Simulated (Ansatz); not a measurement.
# Work function of fcc Sr face by face (PBE)

Does the work function of Sr follow how densely a face is packed?

All values are computed: Ansatz 0.2.0, PBE, plane waves, scalar-relativistic unless marked; slabs or sheets with vacuum, the vacuum level from the planar mean of the electrostatic potential.

| face | atoms in the slab | top-layer atoms per Å² | work function (eV) |
| --- | --- | --- | --- |
| (311) | 9 | 0.033 | 2.48 |
| (111) | 6 | 0.062 | 2.58 |

The densest face listed is +0.10 eV against the most open one. That fits Smoluchowski's order, though a step this small is near the scatter of thin slabs: on an open face electrons flow from the ridges into the troughs, which leaves a dipole with its positive end outwards and lowers the barrier.

The slabs are 1×1 cuts on the parent's lattice, 14.3 to 17.1 Å between the outer relaxed layers. Two faces can't establish a trend.
